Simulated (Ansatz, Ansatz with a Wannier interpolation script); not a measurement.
## Settings in Wannier-interpolated G0W0: Cs2PdCl4 (P4/mmm)

How do the Wannier model and the GW settings move the interpolated bands of Cs2PdCl4 (P4/mmm)?

Program: Ansatz 0.2.0. Level of theory: maximally localised Wannier functions, LDA, plane waves, PAW; PAW set soft_1. Results are calculated unless marked as measured.

This is a report of a sequence of runs, with most program output left out.

## (1) Starting point

Symmetry: P4/mmm, No. 123, tetragonal system. The conventional cell has a = 7.416 Å, b = 7.416 Å, c = 4.679 Å, α = 90.00°, β = 90.00°, γ = 90.00°. Cs has 8 Cl at 3.53 Å nearest. Nearest to Pd lie 4 Cl at 2.32 Å. Nearest to Cl lie 1 Pd at 2.32 Å and 4 Cs at 3.53 Å. Farther neighbours and most contacts between anions are not listed.

The cell and positions come from the Crystallography Open Database and are kept as given unless a step says otherwise. Spin-orbit coupling is left out unless a step names it.

## (2) Wannier model on 4×4×8

Localised functions give a small Hamiltonian that interpolates between mesh points at no cost.

Input file input.yaml:

```yaml
crystal:
  lattice:
    - [7.4158, 0.0, 0.0]
    - [0.0, 7.4158, 0.0]
    - [0.0, 0.0, 4.6792]
  atoms:
    - { symbol: Cs, position: [0.0, 0.5, 0.5] }
    - { symbol: Cs, position: [0.5, 0.0, 0.5] }
    - { symbol: Pd, position: [0.0, 0.0, 0.0] }
    - { symbol: Cl, position: [0.221, 0.221, 0.0] }
    - { symbol: Cl, position: [0.779, 0.221, 0.0] }
    - { symbol: Cl, position: [0.779, 0.779, 0.0] }
    - { symbol: Cl, position: [0.221, 0.779, 0.0] }
kpoints:
  mp_grid: { grid: [2, 2, 4] }
hamiltonian:
  xc: lda
  pseudopotentials: { kind: paw, azcp: { folder: soft_1 }, xc_functional: pbe }
scf:
  occupations: { method: fixed }
  n_extra_bands: 136
output:
  wannier:
    kmesh: [4, 4, 8]
    projections: [{ species: Cl, l: p, shell: 3 }, { species: Pd, l: d, shell: 4 }]
    minimise: true
    write_hr: true
    seedname: w
    conv_tol: 1.0e-06
    max_iter: 20000
    stability_check: false
    disentanglement:
      window: [-2.36, 7.2]
      frozen_window: [-2.36, 4.2]
      conv_tol: 1.0e-08
```

The run is started by

```console
> ansatz run input.yaml --threads 4 --pin off --max-ram 18432MiB --backend cpu --events-out ev --progress --plain --runs-dir out
```

Elapsed: 68 s, on 4 threads of Arm Neoverse V2, shared host; peak memory 2.2 GiB.

Numbers from this step:

```yaml
gauge_invariant_spread: 25.06 Å²
diagonal_spread: 1.25e-4 Å²
off_diagonal_spread: 0.4253 Å²
total_spread: 25.48 Å²
least_projectability: 0.8020
localisation_steps: 23
disentanglement_steps: 3
r_m_s_interpolation_error: 4.41e-5 eV
r_m_s_error_near_the_gap: 5.53e-5 eV
```

Near the gap the model misses directly solved bands by 0.1 meV r.m.s. and by 1 meV at most in the window tested. This tests the starting bands, not the corrections carried with them.

## (3) Wannier model on 2×2×4

Changes to input.yaml since step 2:

```diff
@@ -23,3 +23,3 @@
   wannier:
-    kmesh: [4, 4, 8]
+    kmesh: [2, 2, 4]
     projections: [{ species: Cl, l: p, shell: 3 }, { species: Pd, l: d, shell: 4 }]
```

Elapsed: 24 s, on 4 threads; peak memory 1.2 GiB; 92 s of CPU time.

This step gave:

| Property | Result |
| --- | --- |
| gauge-invariant spread | 23.69 Å² |
| diagonal spread | 1.24e-4 Å² |
| off-diagonal spread | 0.4411 Å² |
| total spread | 24.13 Å² |
| least projectability | 0.8020 |
| localisation steps | 15 |
| disentanglement steps | 3 |
| r.m.s. interpolation error | 0.001735 eV |
| r.m.s. error near the gap | 0.001984 eV |

Near the gap the model misses directly solved bands by 2.0 meV r.m.s. and by 13 meV at most in the window tested. This tests the starting bands, not the corrections carried with them.

Frozen up to 2.13 eV; above it the model need not follow the bands. Electronic bands along the path, in eV, zero at the valence-band top; v1 is the highest filled band, c1 the lowest empty one:

| point | v4 | v3 | v2 | v1 | c1 |
| --- | --- | --- | --- | --- | --- |
| Γ | -0.61 | -0.53 | -0.08 | -0.08 | 2.15 |
| halfway | -0.59 | -0.41 | -0.07 | -0.06 | 2.05 |
| X | -0.56 | -0.34 | -0.05 | -0.04 | 1.95 |
| halfway | -0.54 | -0.19 | -0.03 | -0.02 | 1.79 |
| M | -0.51 | -0.09 | 0.00 | 0.00 | 1.63 |
| halfway | -0.56 | -0.28 | -0.04 | -0.04 | 1.92 |
| Γ | -0.61 | -0.53 | -0.08 | -0.08 | 2.15 |
| halfway | -0.39 | -0.37 | -0.06 | -0.06 | 2.16 |
| Z | -0.20 | -0.18 | -0.04 | -0.04 | 2.17 |
| halfway | -0.22 | -0.15 | -0.09 | -0.08 | 2.06 |
| R | -0.26 | -0.14 | -0.13 | -0.12 | 1.96 |
| halfway | -0.25 | -0.17 | -0.16 | -0.14 | 1.80 |
| A | -0.26 | -0.20 | -0.20 | -0.14 | 1.65 |
| halfway | -0.23 | -0.16 | -0.13 | -0.12 | 1.93 |
| Z | -0.20 | -0.18 | -0.04 | -0.04 | 2.17 |
| jump to X | -0.56 | -0.34 | -0.05 | -0.04 | 1.95 |
| halfway | -0.38 | -0.25 | -0.09 | -0.07 | 1.95 |
| R | -0.26 | -0.14 | -0.13 | -0.12 | 1.96 |
| jump to M | -0.51 | -0.09 | 0.00 | 0.00 | 1.63 |
| halfway | -0.33 | -0.18 | -0.11 | -0.11 | 1.64 |
| A | -0.26 | -0.20 | -0.20 | -0.14 | 1.65 |

The same for Kohn-Sham, solved directly:

| point | v4 | v3 | v2 | v1 | c1 |
| --- | --- | --- | --- | --- | --- |
| Γ | -0.61 | -0.53 | -0.08 | -0.08 | 2.15 |
| X | -0.56 | -0.34 | -0.05 | -0.04 | 1.95 |
| M | -0.51 | -0.09 | 0.00 | 0.00 | 1.63 |
| Γ | -0.61 | -0.53 | -0.08 | -0.08 | 2.15 |
| Z | -0.20 | -0.18 | -0.04 | -0.04 | 2.17 |
| R | -0.26 | -0.14 | -0.13 | -0.12 | 1.96 |
| A | -0.26 | -0.20 | -0.20 | -0.14 | 1.65 |
| Z | -0.20 | -0.18 | -0.04 | -0.04 | 2.17 |
| X | -0.56 | -0.34 | -0.05 | -0.04 | 1.95 |
| R | -0.26 | -0.14 | -0.13 | -0.12 | 1.96 |
| M | -0.51 | -0.09 | 0.00 | 0.00 | 1.63 |
| A | -0.26 | -0.20 | -0.20 | -0.14 | 1.65 |

## (4) A faulty Wannier input

Changes to input.yaml since step 3:

```diff
@@ -24,3 +24,3 @@
     kmesh: [2, 2, 4]
-    projections: [{ species: Cl, l: p, shell: 3 }, { species: Pd, l: d, shell: 4 }]
+    projections: [{ species: Pd, l: d, shell: 4 }]
     minimise: true
```

Wall time 24 s (4 threads); peak memory 1.2 GiB.

The run ended with an error after its SCF cycle had converged; no result of it is taken.

The program's message: “Error: <dir> frozen window holds 16 > num_wann = 5 bands at ik = 0 (ik counts from 0, the k-points of the .win, .mmn and .eig files from 1)”

The fault put into this input: trial orbitals that do not span the target bands.

## (5) G0W0: 2×2×4 mesh, 768 empty bands, screening to 120 eV, PAW set soft_1 files

Now the one-shot GW correction: screening in the RPA, then the self-energy of the levels asked for.

This step: G0W0 on LDA, plane waves, PAW; PAW set soft_1.

input.yaml, the sections that differ from step 4:

```yaml
scf:
  occupations: { method: fixed }
gw:
  n_empty_bands: 768
  ecut_chi: 120.0
  qp_bands: [v16, c1]
  screening: { model: contour_deformation }
# crystal, kpoints, hamiltonian: as in step 4
# output: removed
```

Run time: 14 min. Hardware: 4 threads; peak memory 4.7 GiB.

The G0W0 gap on the mesh is 4.091 eV.

## (6) G0W0: 2×2×4 mesh, 356 empty bands, screening to 72 eV, PAW set soft_1 files

Changes to input.yaml since step 5:

```diff
@@ -21,4 +21,4 @@
 gw:
-  n_empty_bands: 768
-  ecut_chi: 120.0
+  n_empty_bands: 356
+  ecut_chi: 72
   qp_bands: [v16, c1]
```

The job ended after 2.4 min (4 threads; peak memory 1.8 GiB).

The G0W0 gap on the mesh is 4.104 eV.

## (7) G0W0: 2×2×4 mesh, 768 empty bands, screening to 120 eV, plasmon pole, PAW set soft_1 files

Changes to input.yaml since step 6:

```diff
@@ -21,5 +21,5 @@
 gw:
-  n_empty_bands: 356
-  ecut_chi: 72
+  n_empty_bands: 768
+  ecut_chi: 120.0
   qp_bands: [v16, c1]
-  screening: { model: contour_deformation }
+  screening: { model: godby_needs }
```

Wall time 26 min (4 threads); peak memory 4.7 GiB; 1.7 h of CPU time.

The G0W0 gap on the mesh is 4.163 eV.

## (8) Interpolated results

Times are wall times on 4 threads of Arm Neoverse V2, shared host, good to a factor of about two.

| GW mesh | empty bands | cutoff (eV) | frequency | gap on mesh (eV) | gap over zone (eV) | direct gap (eV) | valence width (eV) | GW time |
| --- | --- | --- | --- | --- | --- | --- | --- | --- |
| 2×2×4 | 768 | 120 | contour deformation | 4.091 | 4.091 | 4.091 | 4.097 | 14 min |
| 2×2×4 | 356 | 72 | contour deformation | 4.104 | 4.104 | 4.104 | 4.079 | 2.4 min |
| 2×2×4 | 768 | 120 | plasmon pole | 4.163 | 4.163 | 4.163 | 4.303 | 26 min |

## (9) Results

```
2×2×4 mesh, 768 empty bands, screening to 120 eV, PAW set soft_1 files               : 4.09 eV
2×2×4 mesh, 356 empty bands, screening to 72 eV, PAW set soft_1 files                : 4.10 eV
2×2×4 mesh, 768 empty bands, screening to 120 eV, plasmon pole, PAW set soft_1 files : 4.16 eV
```

In words: The largest change, +0.07 eV in the gap over the zone, comes with 2×2×4 mesh, 768 empty bands, screening to 120 eV, plasmon pole, PAW set soft_1 files. The first run is a reference, not a converged one, and where a row moves several settings no single cause can be named. Coarser Wannier mesh (2×2×4): the miss near the gap goes from under 1 (the model on 4×4×8) to 2 meV and the total spread from 25.5 to 24.1 Å². With 2×2×4 mesh, 356 empty bands, screening to 72 eV, PAW set soft_1 files the gap over the zone moves by +0.01 eV and that on the mesh by +0.01 eV. With 2×2×4 mesh, 768 empty bands, screening to 120 eV, plasmon pole, PAW set soft_1 files the gap over the zone moves by +0.07 eV and that on the mesh by +0.07 eV. Gaps over the zone and on the mesh differ where an edge lies off the mesh, or where a GW run starts from another density: the starting gap over the zone is 1.626 eV, on the GW meshes it is 1.626 eV. The 2×2×4 mesh is coarse for this cell (its supercell is 15 Å along the shortest edge). The RPA ε∞ on it, from the LDA start, is 2.35 and 2.72; such meshes misread the long-range screening, most where the gap is narrow. The runs have no spin polarisation. For a closed low-spin shell that is the natural state; where a d or f shell is open it is a constraint, and the gap is then not the crystal's own. With d states at the gap, one-shot GW leans hard on its start. The many-body steps are scalar-relativistic: spin-orbit coupling is not in them.

[Paths, hosts, dates, memory and timing lines, banners, echoed tables and standing remarks are left out of the program output.]

[Logs are printed without paths, hosts, clocks, repeated set-up lines and the standing remarks that a program may print on its own settings, such as how far it seeks lower states.]

[Runs of the session that timed out or met a known fault of the program may be left out.]

[Hosts, paths, dates, database ids (printed as entryN), source tags and the programs' standing remarks are cut or masked in the printed files.]
